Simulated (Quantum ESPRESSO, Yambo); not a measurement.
**NbInO4 (P2/c): G0W0 in Yambo against the bands**

How does the gap of NbInO4 (P2/c) converge in the bands?

Method: LDA and many-body steps on it, plane waves, in Yambo 5.3.0.

### 1. Set-up

It takes space group P2/c (No. 13, monoclinic). Conventional cell: a = 4.835 Å, b = 5.771 Å, c = 5.144 Å, α = 90.00°, β = 91.13°, γ = 90.00°. Nb has 6 O at 1.88 to 2.13 Å nearest. Nearest to In lie 6 O at 2.11 to 2.23 Å. Nearest to O lie 1 Nb at 1.88 Å and 2 In at 2.14 to 2.23 Å. Nearest to O lie 2 Nb at 1.97 to 2.13 Å and 1 In at 2.11 Å. Farther neighbours and most contacts between anions are not listed.

As a file:

```cif
data_structure
_symmetry_space_group_name_H-M 'P 1'
_symmetry_Int_Tables_number 1
_cell_length_a 4.8355
_cell_length_b 5.7709
_cell_length_c 5.1440
_cell_angle_alpha 90.000
_cell_angle_beta 91.130
_cell_angle_gamma 90.000
_cell_volume 143.52
loop_
_atom_site_label
_atom_site_type_symbol
_atom_site_fract_x
_atom_site_fract_y
_atom_site_fract_z
_atom_site_occupancy
Nb1 Nb 0.00000 0.17474 0.25000 1
Nb2 Nb 0.00000 0.82526 0.75000 1
In3 In 0.50000 0.67878 0.25000 1
In4 In 0.50000 0.32122 0.75000 1
O5 O 0.26112 0.62117 0.90081 1
O6 O 0.73888 0.62117 0.59919 1
O7 O 0.73888 0.37883 0.09919 1
O8 O 0.26112 0.37883 0.40081 1
O9 O 0.21279 0.89587 0.43605 1
O10 O 0.78721 0.89587 0.06395 1
O11 O 0.78721 0.10413 0.56395 1
O12 O 0.21279 0.10413 0.93605 1
```

Geometry: measured (diffraction); atoms relaxed with LDA. The runs that relaxed it are not among those shown.

### 2. 74 bands

This step: Yambo 5.3.0; G0W0 on LDA, plane waves, norm-conserving pseudopotentials.

Now the one-shot GW correction: screening in the RPA, then the self-energy of the levels asked for.

gw1.in

```
HF_and_locXC
gw0
dyson
ppa
em1d
rim_cut
RandQpts= 1000000
RandGvec= 1 RL
EXXRLvcs= 80 Ry
VXCRLvcs= 320 Ry
Chimod= "HARTREE"
% BndsRnXp
 1 | 74 |
%
NGsBlkXp= 6.5 Ry
% LongDrXp
 1 | 1 | 1 |
%
% GbndRnge
 1 | 74 |
%
DysSolver= "n"
ExtendOut
PPAPntXp= 27.21138 eV
% QPkrange
 9 | 9 | 57 | 60 |
 6 | 6 | 57 | 60 |
 1 | 1 | 57 | 60 |
%
```

Run with:

```
$ OMP_NUM_THREADS=2 mpirun -n 4 yambo -F gw1.in -J gw1 -C gw1 > gw1.log
```

Output:

```text
 Yambo, version 5.3.0

 [02] CORE Variables Setup
 =========================

  [... cell, symmetries and grids as in the set-up ...]

  [02.05] Energies & Occupations
  ==============================

  [X] === General ===
  [X] Electronic Temperature                        :  0.000000  0.000000 [eV K]
  [X] Bosonic    Temperature                        :  0.000000  0.000000 [eV K]
  [X] Finite Temperature mode                       : no
  [X] El. density                                   :  0.80827E+24 [cm-3]
  [X] Fermi Level                                   :  9.541687 [eV]

  [X] === Gaps and Widths ===
  [X] Conduction Band Min                           :  3.307442 [eV]
  [X] Valence Band Max                              :  0.000000 [eV]
  [X] Filled Bands                                  :   58
  [X] Empty Bands                                   :    59   336
  [X] Direct Gap                                    :  3.431595 [eV]
  [X] Direct Gap localized at k                     :   6
  [X] Indirect Gap                                  :  3.307442 [eV]
  [X] Indirect Gap between kpts                     :   9   6
  [X] Last valence band width                       :  0.278764 [eV]
  [X] 1st conduction band width                     :  0.682528 [eV]

 [03] Transferred momenta grid and indexing
 ==========================================

 IBZ Q-points                                      :  12
 BZ  Q-points                                      :  16

 K/Q-points units:
 rlu = crystal or reduced units; cc = cartesian coordinates; iku = interal k-units

 Q [ 1]         [rlu]:  0.000000  0.000000  0.000000
 Q [ 2]         [rlu]: -0.96193E-18   0.0000     -0.50000
 Q [ 3]         [rlu]:  0.000000 -0.500000  0.000000
 Q [ 4]         [rlu]: -0.96193E-18 -0.50000     -0.50000
 Q [ 5]         [rlu]:  0.25000       0.0000      0.35538E-19
 Q [ 6]         [rlu]:  0.250000  0.000000 -0.500000
 Q [ 7]         [rlu]:  0.25000     -0.50000      0.35538E-19
 Q [ 8]         [rlu]:  0.250000 -0.500000 -0.500000
 Q [ 9]         [rlu]: -0.50000       0.0000     -0.71075E-19
 Q [10]         [rlu]:  0.500000  0.000000 -0.500000
 Q [11]         [rlu]: -0.50000     -0.50000     -0.71075E-19
 Q [12]         [rlu]:  0.500000  0.500000 -0.500000

 [04] Coloumb potential Random Integration (RIM)
 ===============================================

  [04.01] RIM initialization
  ==========================

  * Diagonal components only detected *

  8 x (sBL volume)        :  0.128059 [a.u.]
  sBZ random points       :  1000000
  Points outside the sBZ  :   7991612
  RL volume               :  0.256119 [a.u.]
  Integrated volume       :  0.256388 [a.u.]

  [04.02] RIM integrals
  =====================

  Gamma point sphere radius             :  0.091430 [a.u.]
  Points outside the sphere             :   800999
  [Int_sBZ(q=0) 1/q^2]*(Vol_sBZ)^(-1/3) =:  7.394754
                                 should be <:  7.795600

  Summary of Coulomb integrals for non-metallic bands |Q|[au] RIM/Bare

  Q [1] 0.100000E-4 0.948581 * Q [5] 0.171935 0.778806
  Q [3] 0.288076 1.095968 * Q [2] 0.323247 1.157035
  Q [7] 0.335484 1.039545 * Q [9] 0.343870 0.933137
  Q [6] 0.363123 1.088725 * Q [4] 0.432986 1.088402
  Q [11] 0.448592 0.995617 * Q [8] 0.463515 1.060313
  Q [10] 0.467280 1.017899 * Q [12] 0.548943 1.021118

 [05] Dipoles
 ============

  [05.01] Setup: observables and procedures
  =========================================

  [WARNING] [x,Vnl] slows the Dipoles computation. To neglect it rename the ns.kb_pp file

 [06] Dynamic Dielectric Matrix (PPA)
 ====================================

 [WR./gw1//ndb.pp]---------------------------------------------------------------
  Brillouin Zone Q/K grids (IBZ/BZ)                :  12  16  12  16
  RL vectors                                       :  13917 [WF]
  Coulomb cutoff potential                         : none
  Electronic Temperature                           :  0.000000 [K]
  Bosonic    Temperature                           :  0.000000 [K]
  PPA    diel. fun.  energies                      : Slater exchange(X)+Perdew & Wang(C)
  wavefunctions                                    : Slater exchange(X)+Perdew & Wang(C)
  Global Gauge                                     : length
  X matrix size                                    :  245
  X band range                                     :    1   74
  X e/h energy range                               : -1.000000 -1.000000 [eV]
  X Time ordering                                  : R
  X Hxc Kernel                                     : HARTREE
  X Drude frequency                                :  0.000000  0.000000
  X poles                                          :  100.0000 [o/o]
  RL vectors in the sum                            :  13917
  [r,Vnl] included                                 : yes
  Field direction                                  :  0.577350E-5  0.577350E-5  0.577350E-5
  BZ energy Double Grid                            : no
  BZ energy DbGd points                            : 0
  BZ Q point size factor                           : -1.000000
  X Optical Averaged directions                    : none

 [07] Local Exchange-Correlation + Non-Local Fock
 ================================================

 [VXC] Plane waves :   93599
 [EXS] Plane waves :  11705

 QP @ state[ 1 ] K range:  1  1
 QP @ state[ 1 ] b range:   57   60
 QP @ state[ 2 ] K range:   6   6
 QP @ state[ 2 ] b range:   57   60
 QP @ state[ 3 ] K range:   9   9
 QP @ state[ 3 ] b range:   57   60

 [xc] Functional : Slater exchange(X)+Perdew & Wang(C)
 [xc] LIBXC used to calculate xc functional
  PP Number of Atomic Species                      :  3
  NLCC RL compoments                               :   93599
  PP Number of Atomic Species                      :  3
  NLCC RL compoments                               :   93599

 [xc] E_xc :  -73.79323 [Ha]
      E_xc :  -147.5865 [Ry]

  Local XC kind (lXC) : Slater exchange(X)+Perdew & Wang(C)
  Non-Local XC kind (nlXC) : Hartree-Fock

  Corrections @ K [1] :  [eV]
 <57|nlXC|57> = -24.70742  0.49044E-17 <57|lXC|57> = -19.69931 -0.37763E-15
 <58|nlXC|58> = -24.78748  0.57946E-17 <58|lXC|58> = -19.63596 -0.12266E-22
 <59|nlXC|59> = -11.44653  0.74354E-18 <59|lXC|59> = -17.02165 -0.18882E-15
 <60|nlXC|60> = -11.81739  0.68088E-18 <60|lXC|60> = -17.13005 -0.50603E-20

  Corrections @ K [6] :  [eV]
 <57|nlXC|57> = -24.97069  0.71360E-17 <57|lXC|57> = -20.07728  0.64906E-16
 <58|nlXC|58> = -24.57928  0.32668E-17 <58|lXC|58> = -19.58510  0.94409E-16
[...]
Corrections @ K [9] :  [eV]
[...]
<58|nlXC|58> = -24.85462  0.22499E-16 <58|lXC|58> = -19.66624  0.14161E-15
 <59|nlXC|59> = -11.33478 -0.11937E-17 <59|lXC|59> = -17.60994  0.47204E-16
 <60|nlXC|60> = -11.58652 -0.57420E-18 <60|lXC|60> = -17.70901 -0.49053E-21

 [08] Dyson equation: Newton solver
 ==================================

  [08.01] G0W0 (W PPA)
  ====================

  [  GW  ] Bands range     :    1   74
  [GW/PPA] G damping       :  0.100000 [eV]

  QP @ state[ 1 ] K range:  1  1
  QP @ state[ 1 ] b range:   57   60
  QP @ state[ 2 ] K range:   6   6
  QP @ state[ 2 ] b range:   57   60
  QP @ state[ 3 ] K range:   9   9
  QP @ state[ 3 ] b range:   57   60

   Sc/G bands                                       :    1   74
   Sc/G damping                                     :  0.100000 ev
   Sc bands terminator                              : no
   Sx RL components                                 :  11705

   QP @ state[ 1 ] K range                          :  1  1
   QP @ state[ 1 ] b range                          :   57   60
   QP @ state[ 2 ] K range                          :   6   6
   QP @ state[ 2 ] b range                          :   57   60
   QP @ state[ 3 ] K range                          :   9   9
   QP @ state[ 3 ] b range                          :   57   60
   GF energies kind                                 : Slater exchange(X)+Perdew & Wang(C)
   GF WF`s kind                                     : Slater exchange(X)+Perdew & Wang(C)
   Xs energies kind                                 : Slater exchange(X)+Perdew & Wang(C)
   Xs WF`s kind                                     : Slater exchange(X)+Perdew & Wang(C)

 [11] Game Over & Game summary
```

The job ended after 33 s (4 MPI ranks of Arm Neoverse V2, shared host; peak memory 5.6 GiB).

Numbers from this step:

- G0W0 gap on the points computed: 5.861 eV
- starting gap on the mesh: 3.307 eV
- k of the valence top: -0.5, 0, 0
- k of the conduction bottom: 0.25, 0, -0.5
- least direct G0W0 gap on the computed points: 5.941 eV
- Z at the valence top: 0.7396
- Z at the conduction bottom: 0.8076

The gap on the mesh goes from 3.31 eV to 5.86 eV, a correction of +2.55 eV.

### 3. 92 bands

gw2.in, as its differences from gw1.in of step 2:

```diff
@@ -12,3 +12,3 @@
 % BndsRnXp
- 1 | 74 |
+ 1 | 92 |
 %
@@ -19,3 +19,3 @@
 % GbndRnge
- 1 | 74 |
+ 1 | 92 |
 %
```

Run with:

```
$ OMP_NUM_THREADS=2 mpirun -n 4 yambo -F gw2.in -J gw2 -C gw2 > gw2.log
```

Output:

```text
 Yambo, version 5.3.0

 [02] CORE Variables Setup
 =========================

  [... cell, symmetries and grids as in the set-up ...]

  [02.05] Energies & Occupations
  ==============================

  [X] === General ===
  [X] Electronic Temperature                        :  0.000000  0.000000 [eV K]
  [X] Bosonic    Temperature                        :  0.000000  0.000000 [eV K]
  [X] Finite Temperature mode                       : no
  [X] El. density                                   :  0.80827E+24 [cm-3]
  [X] Fermi Level                                   :  9.541687 [eV]

  [X] === Gaps and Widths ===
  [X] Conduction Band Min                           :  3.307442 [eV]
  [X] Valence Band Max                              :  0.000000 [eV]
  [X] Filled Bands                                  :   58
  [X] Empty Bands                                   :    59   336
  [X] Direct Gap                                    :  3.431595 [eV]
  [X] Direct Gap localized at k                     :   6
  [X] Indirect Gap                                  :  3.307442 [eV]
  [X] Indirect Gap between kpts                     :   9   6
  [X] Last valence band width                       :  0.278764 [eV]
  [X] 1st conduction band width                     :  0.682528 [eV]

 [03] Transferred momenta grid and indexing
 ==========================================

 IBZ Q-points                                      :  12
 BZ  Q-points                                      :  16

 K/Q-points units:
 rlu = crystal or reduced units; cc = cartesian coordinates; iku = interal k-units

 Q [ 1]         [rlu]:  0.000000  0.000000  0.000000
 Q [ 2]         [rlu]: -0.96193E-18   0.0000     -0.50000
 Q [ 3]         [rlu]:  0.000000 -0.500000  0.000000
[...]
[xc] E_xc :  -73.79323 [Ha]
      E_xc :  -147.5865 [Ry]

  Local XC kind (lXC) : Slater exchange(X)+Perdew & Wang(C)
  Non-Local XC kind (nlXC) : Hartree-Fock

  Corrections @ K [1] :  [eV]
 <57|nlXC|57> = -24.70742  0.49044E-17 <57|lXC|57> = -19.69931 -0.37763E-15
 <58|nlXC|58> = -24.78748  0.57946E-17 <58|lXC|58> = -19.63596 -0.12266E-22
 <59|nlXC|59> = -11.44653  0.74354E-18 <59|lXC|59> = -17.02165 -0.18882E-15
[...]
Corrections @ K [6] :  [eV]
[...]
Corrections @ K [9] :  [eV]
[...]
<59|nlXC|59> = -11.33478 -0.11937E-17 <59|lXC|59> = -17.60994  0.47204E-16
 <60|nlXC|60> = -11.58652 -0.57420E-18 <60|lXC|60> = -17.70901 -0.49053E-21

 [08] Dyson equation: Newton solver
 ==================================

  [08.01] G0W0 (W PPA)
  ====================

  [  GW  ] Bands range     :    1   92
  [GW/PPA] G damping       :  0.100000 [eV]

  QP @ state[ 1 ] K range:  1  1
  QP @ state[ 1 ] b range:   57   60
  QP @ state[ 2 ] K range:   6   6
  QP @ state[ 2 ] b range:   57   60
  QP @ state[ 3 ] K range:   9   9
  QP @ state[ 3 ] b range:   57   60

   Sc/G bands                                       :    1   92
   Sc/G damping                                     :  0.100000 ev
   Sc bands terminator                              : no
   Sx RL components                                 :  11705

   QP @ state[ 1 ] K range                          :  1  1
   QP @ state[ 1 ] b range                          :   57   60
   QP @ state[ 2 ] K range                          :   6   6
   QP @ state[ 2 ] b range                          :   57   60
   QP @ state[ 3 ] K range                          :   9   9
   QP @ state[ 3 ] b range                          :   57   60
   GF energies kind                                 : Slater exchange(X)+Perdew & Wang(C)
   GF WF`s kind                                     : Slater exchange(X)+Perdew & Wang(C)
   Xs energies kind                                 : Slater exchange(X)+Perdew & Wang(C)
   Xs WF`s kind                                     : Slater exchange(X)+Perdew & Wang(C)

 [11] Game Over & Game summary
```

Run time: 50 s. Hardware: 4 MPI ranks; peak memory 5.7 GiB; 5.9 min of CPU time.

This step gave:

* G0W0 gap on the points computed: 5.506 eV
* starting gap on the mesh: 3.307 eV
* k of the valence top: -0.5, 0, 0
* k of the conduction bottom: 0.25, 0, -0.5
* least direct G0W0 gap on the computed points: 5.600 eV
* Z at the valence top: 0.7600
* Z at the conduction bottom: 0.8175

Against the run before, the gap moves by −0.355 eV.

### 4. 128 bands

gw3.in, as its differences from gw2.in of step 3:

```diff
@@ -12,3 +12,3 @@
 % BndsRnXp
- 1 | 92 |
+ 1 | 128 |
 %
@@ -19,3 +19,3 @@
 % GbndRnge
- 1 | 92 |
+ 1 | 128 |
 %
```

Run with:

```
$ OMP_NUM_THREADS=2 mpirun -n 4 yambo -F gw3.in -J gw3 -C gw3 > gw3.log
```

Output:

```text
 Yambo, version 5.3.0

 [02] CORE Variables Setup
 =========================

  [... cell, symmetries and grids as in the set-up ...]

  [02.05] Energies & Occupations
  ==============================

  [X] === General ===
  [X] Electronic Temperature                        :  0.000000  0.000000 [eV K]
  [X] Bosonic    Temperature                        :  0.000000  0.000000 [eV K]
  [X] Finite Temperature mode                       : no
  [X] El. density                                   :  0.80827E+24 [cm-3]
[...]
QP @ state[ 1 ] b range                          :   57   60
   QP @ state[ 2 ] K range                          :   6   6
   QP @ state[ 2 ] b range                          :   57   60
   QP @ state[ 3 ] K range                          :   9   9
   QP @ state[ 3 ] b range                          :   57   60
   GF energies kind                                 : Slater exchange(X)+Perdew & Wang(C)
   GF WF`s kind                                     : Slater exchange(X)+Perdew & Wang(C)
   Xs energies kind                                 : Slater exchange(X)+Perdew & Wang(C)
   Xs WF`s kind                                     : Slater exchange(X)+Perdew & Wang(C)

 [11] Game Over & Game summary
```

Run time: 85 s. Hardware: 4 MPI ranks; peak memory 5.7 GiB.

This step gave:

* G0W0 gap on the points computed: 5.255 eV
* starting gap on the mesh: 3.307 eV
* k of the valence top: -0.5, 0, 0
* k of the conduction bottom: 0.25, 0, -0.5
* least direct G0W0 gap on the computed points: 5.349 eV

Against the run before, the gap moves by −0.251 eV.

[end of part 1 of 2]

[Paths, hosts, dates, memory and timing lines, banners, echoed tables and standing remarks are left out of the program output.]

[Logs are printed without paths, hosts, clocks, repeated set-up lines and the standing remarks that a program may print on its own settings, such as how far it seeks lower states.]

[Runs of the session that timed out or met a known fault of the program may be left out.]

[Hosts, paths, dates, database ids (printed as entryN), source tags and the programs' standing remarks are cut or masked in the printed files.]
